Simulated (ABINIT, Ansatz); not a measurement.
# Ba2TaBiO6 (R-3): G0W0 with ABINIT, start to end, part 3 of 3

Aim: the G0W0 gap of Ba2TaBiO6 (R-3) on LDA, step by step.

ABINIT 10.8.3; LDA and many-body steps on it, plane waves. Known limits of the many-body steps: not at the basis limit; no spin-orbit coupling; coarse k mesh.

So far. Step 4 (Empty states on the mesh, 2×2×2 mesh, 424 bands): On this mesh the gap is 2.549 eV. Step 5 (Screening, 2×2×2 mesh, 386 bands, screening to 217.7 eV): Local fields lower ε∞ by 9 %. On a Γ-centred mesh this coarse the value itself is usually too large, while a short band sum pulls it down.

### 6. Self-energy, 2×2×2 mesh, 386 bands, screening to 217.7 eV

The self-energy is evaluated for the states that the input lists, and the levels follow from it, in one-shot runs by the linearised quasiparticle equation.

This step: G0W0 on LDA, plane waves, norm-conserving pseudopotentials.

The input, run.abi:

```
acell 3*1.0 Angstrom
rprim 
  3.075626834241 1.775713980676 4.956223105800
  -3.075626834241 1.775713980676 4.956223105800
  0.000000000000 -3.551427961352 4.956223105800
ntypat 4
znucl 56 73 83 8
natom 10
typat 1 1 2 3 4 4 4 4 4 4
xred 
  0.748816000000 0.748816000000 0.748816000000
  0.251184000000 0.251184000000 0.251184000000
  0.500000000000 0.500000000000 0.500000000000
  0.000000000000 0.000000000000 0.000000000000
  0.725510000000 0.218856000000 0.322035000000
  0.218856000000 0.322035000000 0.725510000000
  0.322035000000 0.725510000000 0.218856000000
  0.274490000000 0.781144000000 0.677965000000
  0.677965000000 0.274490000000 0.781144000000
  0.781144000000 0.677965000000 0.274490000000
pp_dirpath "pseudos"
pseudos "Ba.upf, Ta.upf, Bi.upf, O.upf"
ecut 62
ngkpt 2 2 2
nshiftk 1
shiftk 0 0 0
kptopt 1
chksymbreak 0
istwfk *1
occopt 1
irdwfk 1
optdriver 4
nband 386
gwcalctyp 0
ecutsigx 62
symsigma 1
nkptgw 3
kptgw 
  0.5000000000 0.5000000000 0.5000000000
  0.5000000000 0.0000000000 0.0000000000
  0.0000000000 0.0000000000 0.0000000000
bdgw 
  52 56
  52 55
  51 55
ecuteps 8
irdscr 1
ppmodel 1
indata_prefix "in"
outdata_prefix "out"
tmpdata_prefix "tmp"
```

Started as:

```bash
> OMP_NUM_THREADS=1 mpirun -n 4 abinit run.abi > log
```

Numbers of over 12 decimals in the logs are rounded to 6 here.

Log:

```text
.Version 10.8.3 of ABINIT. v10.8.2 released Aug 2026.

 Symmetries : space group R-3 (#148); Bravais hR (rhombohedral)
[... echo of the input left out ...]
== DATASET  1 ==================================================================
-   mpi_nproc: 4, omp_nthreads: 1 (-1 if OMP is not activated)

--- !DatasetInfo
iteration_state: {dtset: 1, }
dimensions: {natom: 10, nkpt: 4, mband: 386, nsppol: 1, nspinor: 1, nspden: 1, mpw: 25587, }
cutoff_energies: {ecut:  62.0, pawecutdg:  -1.0, }
electrons: {nelect:   1.06000000E+02, charge:   0.00000000E+00, occopt:   1.00000000E+00, tsmear:   1.00000000E-02, }

 SIGMA: Calculation of the GW corrections

 Based on a program developped by R.W. Godby, V. Olevano, G. Onida, and L. Reining.
 Incorporated in ABINIT by V. Olevano, G.-M. Rignanese, and M. Torrent.
.Using double precision arithmetic ; gwpc =  8

[... cell and pseudopotentials left out ...]
--------------------------------------------------------------------------------

 ==== K-mesh for the wavefunctions ====
 Number of points in the irreducible wedge :     4
[... list of points left out ...]
 Together with  6 symmetry operations and time-reversal symmetry
 yields     8 points in the full Brillouin Zone.

 ==== Q-mesh for screening function ====
 Number of points in the irreducible wedge :     4
[... list of points left out ...]
 Together with  6 symmetry operations and time-reversal symmetry
 yields     8 points in the full Brillouin Zone.

 vcoul_init : cutoff-mode = AUXILIARY_FUNCTION
 q-points for optical limit:   1
     1)      0.000010    0.000020    0.000030
 setmesh: FFT mesh size selected  =    81x   81x   81
          total number of points  =       531441

 Number of electrons calculated from density =  106.0000; Expected =  106.0000
 average of density, n =  0.096716
 r_s =    1.3515
 omega_plasma =   29.9989 [eV]

 === KS Band Gaps ===
  >>>> For spin  1
   Minimum direct gap =   2.5771 [eV], located at k-point      :   0.5000  0.0000  0.0000
   Fundamental gap    =   2.5491 [eV], Top of valence bands at :   0.5000  0.5000  0.5000
                                       Bottom of conduction at :   0.5000  0.0000  0.0000
 SIGMA fundamental parameters:
 PLASMON POLE MODEL  1
 number of plane-waves for SigmaX                25587
 number of plane-waves for SigmaC and W           1229
 number of plane-waves for wavefunctions         25587
 number of bands                                   386
 number of independent spin polarizations            1
 number of spinorial components                      1
 number of k-points in IBZ                           4
 number of q-points in IBZ                           4
 number of symmetry operations                       6
 number of k-points in BZ                            8
 number of q-points in BZ                            8
 number of frequencies for dSigma/dE                 9
 frequency step for dSigma/dE [eV]                0.25
 number of omega for Sigma on real axis              0
 max omega for Sigma on real axis  [eV]           0.00
 zcut for avoiding poles [eV]                     0.10

 EPSILON^-1 parameters (SCR file):
 dimension of the eps^-1 matrix on file           1229
 dimension of the eps^-1 matrix used              1229
 number of plane-waves for wavefunctions         25587
 number of bands                                   386
 number of q-points in IBZ                           4
 number of frequencies                               2
 number of real frequencies                          1
 number of imag frequencies                          1

 matrix elements of self-energy operator (all in [eV])

 Perturbative Calculation

--- !SelfEnergy_ee
iteration_state: {dtset: 1, }
kpoint     : [   0.500,    0.500,    0.500, ]
spin       : 1
KS_gap     :    2.682
QP_gap     :    3.516
Delta_QP_KS:    0.834
data: !SigmaeeData |
     Band     E0 <VxcDFT>   SigX SigC(E0)      Z dSigC/dE  Sig(E)    E-E0       E
       52   4.962 -18.586 -23.417   4.659   0.768  -0.302 -18.717  -0.132   4.830
       53   6.493 -20.412 -23.480   3.251   0.786  -0.272 -20.269   0.143   6.636
       54   9.175 -15.195 -10.580  -3.429   0.824  -0.214 -14.218   0.977  10.152
       55   9.631 -15.656 -11.060  -3.371   0.822  -0.216 -14.649   1.007  10.638
       56   9.631 -15.656 -11.060  -3.371   0.822  -0.216 -14.649   1.007  10.638

--- !SelfEnergy_ee
iteration_state: {dtset: 1, }
kpoint     : [   0.500,    0.000,    0.000, ]
spin       : 1
KS_gap     :    2.577
QP_gap     :    3.409
Delta_QP_KS:    0.832
data: !SigmaeeData |
     Band     E0 <VxcDFT>   SigX SigC(E0)      Z dSigC/dE  Sig(E)    E-E0       E
       52   5.236 -18.788 -23.488   4.567   0.768  -0.303 -18.890  -0.102   5.134
       53   6.465 -20.392 -23.458   3.242   0.786  -0.272 -20.254   0.138   6.603
       54   9.042 -15.276 -10.735  -3.366   0.826  -0.211 -14.306   0.970  10.012
       55   9.408 -15.548 -10.889  -3.457   0.822  -0.216 -14.560   0.988  10.397

--- !SelfEnergy_ee
iteration_state: {dtset: 1, }
kpoint     : [   0.000,    0.000,    0.000, ]
spin       : 1
KS_gap     :    3.947
QP_gap     :    4.959
Delta_QP_KS:    1.012
data: !SigmaeeData |
     Band     E0 <VxcDFT>   SigX SigC(E0)      Z dSigC/dE  Sig(E)    E-E0       E
       51   5.312 -18.813 -23.513   4.574   0.768  -0.303 -18.910  -0.097   5.216
       52   5.312 -18.813 -23.513   4.574   0.768  -0.303 -18.910  -0.097   5.216
       53   5.708 -19.360 -23.390   4.057   0.773  -0.293 -19.340   0.021   5.728
       54   9.655 -13.384  -8.865  -3.274   0.830  -0.205 -12.351   1.033  10.688
       55   9.838 -16.696 -11.919  -3.588   0.813  -0.231 -15.730   0.966  10.804

== END DATASET(S) ==============================================================
================================================================================

 -outvars: echo values of variables after computation  --------
           etotal      0.0000000000E+00
            nband         386
             nkpt           4
          spgroup         148
 [... the other variables as echoed above ...]

 Calculation completed.
```

Run time: 8.5 min. Hardware: 4 MPI ranks of Arm Neoverse V1, shared host; peak memory 8.1 GiB.

Numbers from this step:

```yaml
g0w0_gap_on_the_points_computed: 3.376 eV
starting_gap_on_the_mesh: 2.549 eV
k_of_the_valence_top: 0.5, 0.5, 0.5
k_of_the_conduction_bottom: 0.5, 0, 0
z_at_the_valence_top: 0.786
z_at_the_conduction_bottom: 0.826
least_direct_g0w0_gap_on_the_computed_points: 3.409 eV
```

The gap on the mesh goes from 2.55 eV to 3.38 eV, a correction of +0.83 eV.

Limits: finite bands, cutoff and mesh; no spin-orbit coupling; coarse k mesh. v1 is the top filled band, c1 the lowest empty one. The levels before and after the correction (eV, zero at the valence-band top of each column):

|  | conduction bottom | valence top |
| --- | --- | --- |
| Kohn-Sham | 2.55 | 0.00 |
| G0W0 | 3.38 | 0.00 |

|  | level | energy (eV) |
| --- | --- | --- |
| Kohn-Sham | (0.5 0.5 0.5) v2 | -1.531 |
| Kohn-Sham | (0.5 0.5 0.5) v1 | 0.000 |
| Kohn-Sham | (0.5 0.5 0.5) c1 | 2.682 |
| Kohn-Sham | (0.5 0.5 0.5) c2-c3 | 3.138 |
| Kohn-Sham | (0.5 0 0) v2 | -1.257 |
| Kohn-Sham | (0.5 0 0) v1 | -0.028 |
| Kohn-Sham | (0.5 0 0) c1 | 2.549 |
| Kohn-Sham | (0.5 0 0) c2 | 2.915 |
| G0W0 | (0.5 0.5 0.5) v2 | -1.806 |
| G0W0 | (0.5 0.5 0.5) v1 | 0.000 |
| G0W0 | (0.5 0.5 0.5) c1 | 3.516 |
| G0W0 | (0.5 0.5 0.5) c2-c3 | 4.002 |
| G0W0 | (0.5 0 0) v2 | -1.502 |
| G0W0 | (0.5 0 0) v1 | -0.033 |
| G0W0 | (0.5 0 0) c1 | 3.376 |
| G0W0 | (0.5 0 0) c2 | 3.761 |

### 7. Where the time went

Times are wall times on 4 MPI ranks of Arm Neoverse V1, shared host, good to a factor of about two.

| step | time | share | memory (GiB) |
| --- | --- | --- | --- |
| ground state | 18 min | 23 % | 1.4 |
| bands along the symmetry lines | 11 min | 14 % | 1.2 |
| empty states on the mesh | 18 min | 24 % | 1.4 |
| screening | 22 min | 28 % | 10 |
| self-energy | 8.5 min | 11 % | 8.1 |

### 8. Outcome

- LDA gap: 2.55 eV, indirect (only 28 meV under the direct gap)
- G0W0 gap on the mesh: 3.38 eV
- GW settings: 2×2×2 mesh, 386 bands, screening to 217.7 eV, Godby-Needs plasmon pole
- known limits: not at the basis limit; no spin-orbit coupling; coarse k mesh

What this shows: G0W0 moves the gap on the mesh from 2.55 eV to 3.38 eV (+0.83 eV), with Z of 0.79 and 0.83 at the edges. Local fields lower the RPA ε∞ on this mesh from 7.22 to 6.56; a Γ-centred mesh this coarse tends to raise both, most where the direct gap is narrow, while a short band sum lowers them. Only 3 of the mesh's irreducible points were corrected, so a valley elsewhere could overtake. Bands and cutoff are finite, so the gap is not at the basis limit. The miss can reach some tenths of an eV and take either sign; the mesh is an error of its own. In the G0W0 run levels were corrected at 3 k points alone, so a gap called «on the mesh» is the least over those, and an edge elsewhere would be missed. The 2×2×2 mesh is coarse for this cell, which bears on the long-range parts of exchange and screening. Where an edge is built on 6p states of lead, bismuth or thallium, scalar-relativistic gaps usually stand too wide, by a few tenths to over one eV. The many-body steps are scalar-relativistic: spin-orbit coupling is not in them.

[Paths, hosts, dates, memory and timing lines, banners, echoed tables and standing remarks are left out of the program output.]

[Logs are printed without paths, hosts, clocks, repeated set-up lines and the standing remarks that a program may print on its own settings, such as how far it seeks lower states.]

[Runs of the session that timed out or met a known fault of the program may be left out.]

[Hosts, paths, dates, database ids (printed as entryN), source tags and the programs' standing remarks are cut or masked in the printed files.]

[G0W0 gaps are taken among the corrected bands and points alone; a level outside them can change the order at an edge.]

[Where Ansatz stands beside ABINIT at settings called matched, ABINIT's density can come from a denser mesh and the files from another edition; pairs whose starting gaps differed by over 0.03 eV were left out, so agreement reads better than it is.]
